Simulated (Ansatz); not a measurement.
# Lattice dynamics of Ta2CF2 monolayer, part 2 of 3

Task: relax Ta2CF2 monolayer, then find its harmonic phonons.

Ansatz 0.2.0; DFT PBEsol, scalar-relativistic, plane waves, PAW.

So far. Step 2 (Rough relaxation): The program solves this slab on a cell height of its own, 33.2 Å, in place of the one typed.

## Step 4: Tight relaxation

Phonons need a cell at rest on their own settings, so the relaxation is repeated with tight tolerances on forces and stress on the k mesh and occupations of the first response run.

input.yaml reads:

```yaml
crystal:
  lattice:
    - [3.1673871576, 0.0, 0.0]
    - [-1.5836935788, 2.7430377421, 0.0]
    - [0.0, 0.0, 33.2]
  atoms:
    - { symbol: C, position: [0.0, 0.0, 0.3012048193] }
    - { symbol: Ta, position: [0.3333333333, 0.6666666667, 0.3339635063] }
    - { symbol: Ta, position: [0.6666666667, 0.3333333333, 0.2684461322] }
    - { symbol: F, position: [0.6666666667, 0.3333333333, 0.3756802595] }
    - { symbol: F, position: [0.3333333333, 0.6666666667, 0.226729379] }
  periodic: [true, true, false]
kpoints:
  mp_grid: { grid: [18, 18, 1] }
hamiltonian:
  xc: pbesol
scf:
  occupations: { method: methfessel_paxton, width: 0.15 }
output:
  forces: true
  stress: true
  eigenvalues: true
  write_density: true
  write_potential: true
  elf: true
  volumetric_format: npy
relax:
  adjacent_minimum: "off"
  f_tol: 0.001
  max_steps: 60
  cell: { stress_2d_tol: 0.002 }
```

Run with:

```sh
> ansatz run input.yaml --threads 8 --pin off --max-ram 14336MiB --backend cpu --events-out ev --progress --plain --runs-dir out
```

Numbers of over 12 decimals in the logs are rounded to 6 here.

What it wrote:

```text
[...]
Crystal: 5 atoms, lattice volume = 288.450 Å³
Basis set: ecut = 420 eV, 5619 PW (Γ), exchange–correlation on 48×48×450 points (8 copies of the dense FFT grid, shifted against one another)
Bands: 27, of which v1, the nominal top of the filled ones, is band 22 counted from 1 (21 counted from 0)
Symmetry: 12 space group operations
[...]
k-points: 37 of 324
[...]
cell:  # Å, volume = 288.2531 Å³
    - [3.166304, 0.0, 0]
    - [-1.583152, 2.742100, 0]
    - [0, 0, 33.2]
  atoms:
    - { symbol: C, position: [0, 0, 0.301205] }
    - { symbol: Ta, position: [0.333333, 0.666667, 0.334000] }
    - { symbol: Ta, position: [0.666667, 0.333333, 0.268409] }
    - { symbol: F, position: [0.666667, 0.333333, 0.375725] }
    - { symbol: F, position: [0.333333, 0.666667, 0.226685] }
[key lines of the parts left out:]
SCF converged after 7 iterations
Free energy (F): -21462.998363 eV
Fermi energy:    -3.699394 eV
P = ½ c Tr σ = -0.0002 N/m
```

It took 29 s on 8 threads of Arm Neoverse V2, shared host; peak memory 0.93 GiB; 3.6 min of CPU time.

Little changed from the start: no atom moved by 0.005 Å and no cell edge by 0.1 %.

Numbers from this step:

```
area per atom : 1.736 Å²
```

Valence density in the ac plane at fractional y = 0.333, with atoms of Ta and F within 0.2 Å of it. It is the smooth field of the valence electrons, not physical close to the nuclei.

Ten steps, logarithmic in the rise over the least value, from '0' (0.00 × 1e0 e/Å³) to '9' (4.85 × 1e0 e/Å³), each cell a mean:
```
0000000000000000
0000000000000000
0000000000000000
0000000000000000
0000000000000000
0000000000000000
0000000000000000
0000000000000000
0000000000000000
0000000000000000
0000000000000000
0000000000000000
0000000000000000
0000000000000000
2110123478999753
4455544467888654
5555555445555544
4444445789999986
3344333334444333
0000000000000000
0000000000000000
0000000000000000
0000000000000000
0000000000000000
```
Columns run along a (3.2 Å), rows up along c (33.2 Å). Atoms in or near the plane, at fractional coordinates: Ta at (0.67, 0.27), F at (0.67, 0.38).

ELF in the ac plane at fractional y = 0.333, with atoms of Ta and F within 0.2 Å of it. It is the smooth field of the valence electrons, not physical close to the nuclei.

Values, 24 rows by 16 columns, each cell a mean:
```
0.00 0.00 0.00 0.00 0.00 0.00 0.00 0.00 0.00 0.00 0.00 0.00 0.00 0.00 0.00 0.00
0.00 0.00 0.00 0.00 0.00 0.00 0.00 0.00 0.00 0.00 0.00 0.00 0.00 0.00 0.00 0.00
0.00 0.00 0.00 0.00 0.00 0.00 0.00 0.00 0.00 0.00 0.00 0.00 0.00 0.00 0.00 0.00
0.00 0.00 0.00 0.00 0.00 0.00 0.00 0.00 0.00 0.00 0.00 0.00 0.00 0.00 0.00 0.00
0.00 0.00 0.00 0.00 0.00 0.00 0.00 0.00 0.00 0.00 0.00 0.00 0.00 0.00 0.00 0.00
0.00 0.00 0.00 0.00 0.00 0.00 0.00 0.00 0.00 0.00 0.00 0.00 0.00 0.00 0.00 0.00
0.00 0.00 0.00 0.00 0.00 0.00 0.00 0.00 0.00 0.00 0.00 0.00 0.00 0.00 0.00 0.00
0.00 0.00 0.00 0.00 0.00 0.00 0.00 0.00 0.00 0.00 0.00 0.00 0.00 0.00 0.00 0.00
0.00 0.00 0.00 0.00 0.00 0.00 0.00 0.00 0.00 0.00 0.00 0.00 0.00 0.00 0.00 0.00
0.00 0.00 0.00 0.00 0.00 0.00 0.00 0.00 0.00 0.00 0.00 0.00 0.00 0.00 0.00 0.00
0.00 0.00 0.00 0.00 0.00 0.00 0.00 0.00 0.00 0.00 0.00 0.00 0.00 0.00 0.00 0.00
0.00 0.00 0.00 0.00 0.00 0.00 0.00 0.00 0.00 0.00 0.00 0.00 0.00 0.00 0.00 0.00
0.00 0.00 0.00 0.00 0.00 0.00 0.00 0.00 0.00 0.00 0.00 0.00 0.00 0.00 0.00 0.00
0.01 0.00 0.00 0.00 0.00 0.01 0.02 0.03 0.05 0.06 0.07 0.07 0.07 0.05 0.04 0.02
0.23 0.06 0.02 0.01 0.04 0.16 0.38 0.56 0.66 0.69 0.66 0.65 0.69 0.68 0.60 0.45
0.16 0.18 0.23 0.24 0.21 0.17 0.21 0.31 0.41 0.46 0.46 0.46 0.46 0.43 0.35 0.23
0.39 0.43 0.45 0.45 0.43 0.40 0.35 0.30 0.29 0.30 0.31 0.31 0.30 0.29 0.30 0.34
0.19 0.24 0.31 0.32 0.26 0.19 0.27 0.51 0.66 0.61 0.46 0.44 0.56 0.67 0.58 0.34
0.25 0.36 0.43 0.43 0.39 0.30 0.18 0.11 0.11 0.15 0.18 0.19 0.16 0.12 0.09 0.13
0.05 0.08 0.10 0.10 0.09 0.06 0.04 0.02 0.01 0.00 0.00 0.00 0.00 0.00 0.01 0.03
0.00 0.00 0.00 0.00 0.00 0.00 0.00 0.00 0.00 0.00 0.00 0.00 0.00 0.00 0.00 0.00
0.00 0.00 0.00 0.00 0.00 0.00 0.00 0.00 0.00 0.00 0.00 0.00 0.00 0.00 0.00 0.00
0.00 0.00 0.00 0.00 0.00 0.00 0.00 0.00 0.00 0.00 0.00 0.00 0.00 0.00 0.00 0.00
0.00 0.00 0.00 0.00 0.00 0.00 0.00 0.00 0.00 0.00 0.00 0.00 0.00 0.00 0.00 0.00
```
Columns run along a (3.2 Å), rows up along c (33.2 Å). Atoms in or near the plane, at fractional coordinates: Ta at (0.67, 0.27), F at (0.67, 0.38).

Electrostatic potential energy in the ac plane at fractional y = 0.333, with atoms of Ta and F within 0.2 Å of it. With pseudopotentials it is smooth inside the atoms' cores, unlike the true potential.

Ten even steps from '0' (-32 eV) to '9' (0 eV), each cell a mean:
```
9999999999999999
9999999999999999
9999999999999999
9999999999999999
9999999999999999
9999999999999999
9999999999999999
9999999999999999
9999999999999999
9999999999999999
9999999999999999
9999999999999999
9999999999999999
9999999999999999
9999999854444579
6544566765555577
6655566766666677
5788763000000002
8899888776666778
9999999999999999
9999999999999999
9999999999999999
9999999999999999
9999999999999999
```
Columns run along a (3.2 Å; values clipped at the 3rd and 97th percentile), rows up along c (33.2 Å). Atoms in or near the plane, at fractional coordinates: Ta at (0.67, 0.27), F at (0.67, 0.38).

The largest force component left is 0.0032 meV/Å, within the tolerances set.

## Step 5: Modes at Γ

The zone centre comes first: it holds the modes that light can see, as far as symmetry allows. No field response is asked, since the mesh shows no gap.

input.yaml reads:

```yaml
crystal:
  lattice:
    - [3.1663041994, 0.0, 0.0]
    - [-1.5831520997, 2.7420998728, 0.0]
    - [0.0, 0.0, 33.2]
  atoms:
    - { symbol: C, position: [0.0, 0.0, 0.3012048193] }
    - { symbol: Ta, position: [0.3333333333, 0.6666666667, 0.3340003458] }
    - { symbol: Ta, position: [0.6666666667, 0.3333333333, 0.2684092927] }
    - { symbol: F, position: [0.6666666667, 0.3333333333, 0.3757248738] }
    - { symbol: F, position: [0.3333333333, 0.6666666667, 0.2266847648] }
  periodic: [true, true, false]
kpoints:
  mp_grid: { grid: [18, 18, 1] }
hamiltonian:
  xc: pbesol
scf:
  occupations: { method: methfessel_paxton, width: 0.15 }
output:
  eigenvalues: true
phonons:
  method: dfpt
```

What it wrote:

```text
Warning: crystal.symmetry: narrowed to the stabiliser of the run's FFT grids — unitary ops 12 → 6. A phonons.method: dfpt run fills in the rows of the dynamical matrix that it does not solve by its symmetry operations, which is exact only for operations that map its FFT grids onto themselves: filled in by any other, the frequencies could depend on the order in which like atoms are typed, or, by more than the grids' own error, on where the crystal sits among the grids' points. Excluded: 6 operations. The run can therefore solve more perturbations, solve them on more k-points, or both, and cost more. [rest of the remark cut]
[...]
Crystal: 5 atoms, lattice volume = 288.253 Å³
Basis set: ecut = 420 eV, 5583 PW (Γ), exchange–correlation on 48×48×450 points (8 copies of the dense FFT grid, shifted against one another)
Bands: 27, of which v1, the nominal top of the filled ones, is band 22 counted from 1 (21 counted from 0)
Symmetry: 12 space group operations
k-points: 91 of 324 (irreducible under 2 space group operations, time reversal used)
[...]
SCF iter   1: F=—  HF=-21463.059325 eV  |F-HF|=—  |Δ(HF+E_count)|=         —  Δρ=7.91e-3  dr2=2.55e-1  ethr=1.77e-3  ⟨swp⟩=10.7  Hψ=18186  notcnv=0
[...]
SCF iter  10: F=-21462.998363 eV  HF=-21462.998363 eV  |F-HF|=1.67e-10  |Δ(HF+E_count)|=  5.75e-10  S|Δr|=    0.00e0  Δρ=5.21e-8  dr2=7.15e-12  ethr=1.00e-12  ⟨swp⟩=20.7  Hψ=23575  notcnv=0
SCF 1 converged in 10 iterations: F = -21462.998363 eV  dr2 = 7.15e-12
[...]
DFPT response loops at Γ: preconditioner auto → none (partly filled bands, converged f_vac=0.777); β = 0.50; Broyden in place of MSR1
SCF converged after 10 iterations
[...]
Free energy (F): -21462.998363 eV
[...]
Internal energy: -21462.998611 eV  (E = F + TS)
E sigma→0 (E₀):  -21462.998425 eV
Entropy (-TS):   0.000248 eV (0.050 meV/atom)
Fermi energy:    -3.699390 eV
[...]
--- Band table (eV; the first three rows and the last of 91) ---
  k-point 0: bands = [... 18 lower, -8.9191, -8.9191, -5.4952, -5.4952, -4.3458, -3.1743, -2.3622, -2.3622, ... 1 higher]
  k-point 1: bands = [... 18 lower, -9.0256, -8.9358, -5.6126, -5.4201, -4.3279, -3.0108, -2.4916, -2.3657, ... 1 higher]
  k-point 2: bands = [... 18 lower, -9.2802, -8.9739, -5.9027, -5.2011, -4.2816, -2.8358, -2.5240, -2.4366, ... 1 higher]
  k-point 90: bands = [... 18 lower, -9.6889, -8.9515, -5.9073, -5.1129, -2.3016, -2.0961, -1.7019, -0.7732, ... 1 higher]
--- Phonons (Γ-DFPT): 10 representative perturbations + reference, on 91 of 324 k-points (Σ response iterations 46) ---
  ASR residual: 4.972e-5 → 0.000e0 eV/Å²; symmetrization residual: 1.019e-5 eV/Å²
  The last average, over the group as it would stand without the narrowing to the FFT grids, took up to 3.988e-6 eV/Å² of the zone centre's force constants
  ASR residual per site (eV/Å²): 1.87e-6 4.97e-5 4.14e-5 2.03e-5 1.89e-5
  Γ frequencies (cm⁻¹): 0.00 0.00 0.00 155.93 155.93 182.18 182.18 206.37 206.37 208.73 390.45 423.42 585.24 792.25 792.25
  non-analytic LO–TO correction: not included (Born effective charges unavailable; polar crystals: no LO–TO splitting at Γ)
```

Run time: 2.1 min. Hardware: 8 threads; peak memory 2.5 GiB.

Numbers from this step:

* sum-rule residual before enforcement: 4.97e-5 eV/Å²
* point group: -3m
* highest optical mode at the zone centre (no LO-TO term): 792.2 cm⁻¹
* lowest optical zone-centre mode: 155.9 cm⁻¹

Patterns of degenerate modes are one choice out of their space. Modes at Γ, with each element's share of the kinetic energy:

| mode | frequency (cm⁻¹) | symmetry | C % | Ta % | F % |
| --- | --- | --- | --- | --- | --- |
| 1 | 0.0 | acoustic | 3 | 88 | 9 |
| 2 | 0.0 | acoustic | 3 | 88 | 9 |
| 3 | 0.0 | acoustic | 3 | 88 | 9 |
| 4 | 155.9 | Eg | 0 | 87 | 13 |
| 5 | 155.9 | Eg | 0 | 87 | 13 |
| 6 | 182.2 | Eu | 0 | 9 | 91 |
| 7 | 182.2 | Eu | 0 | 9 | 91 |
| 8 | 206.4 | Eg | 0 | 13 | 87 |
| 9 | 206.4 | Eg | 0 | 13 | 87 |
| 10 | 208.7 | A1g | 0 | 80 | 20 |
| 11 | 390.4 | A2u | 0 | 10 | 90 |
| 12 | 423.4 | A1g | 0 | 20 | 80 |
| 13 | 585.2 | A2u | 97 | 2 | 1 |
| 14 | 792.2 | Eu | 97 | 3 | 0 |
| 15 | 792.2 | Eu | 97 | 3 | 0 |

Displacements in mode 4 (155.9 cm⁻¹), the largest set to 1:
```
C1   0.00  0.00  0.00
Ta2 -0.25 -0.84  0.00
Ta3  0.25  0.84  0.00
F4  -0.30 -1.00  0.00
F5   0.30  1.00  0.00
```

Displacements in mode 8 (206.4 cm⁻¹), the largest set to 1:
```
C1   0.00  0.00  0.00
Ta2 -0.02 -0.13  0.00
Ta3  0.02  0.13  0.00
F4   0.15  1.00  0.00
F5  -0.15 -1.00  0.00
```

Before it was imposed, the acoustic sum rule was missed by 5.0e-5 eV/Å². Small misses are needed for a sound result but don't prove that mesh and cutoff are converged. The lowest optical mode is real, 156 cm⁻¹.

(Continued in part 3 of 3.)

[Logs are printed without paths, hosts, clocks, repeated set-up lines and the standing remarks that a program may print on its own settings, such as how far it seeks lower states.]

[Hosts, paths, dates, database ids (printed as entryN), source tags and the programs' standing remarks are cut or masked in the printed files.]
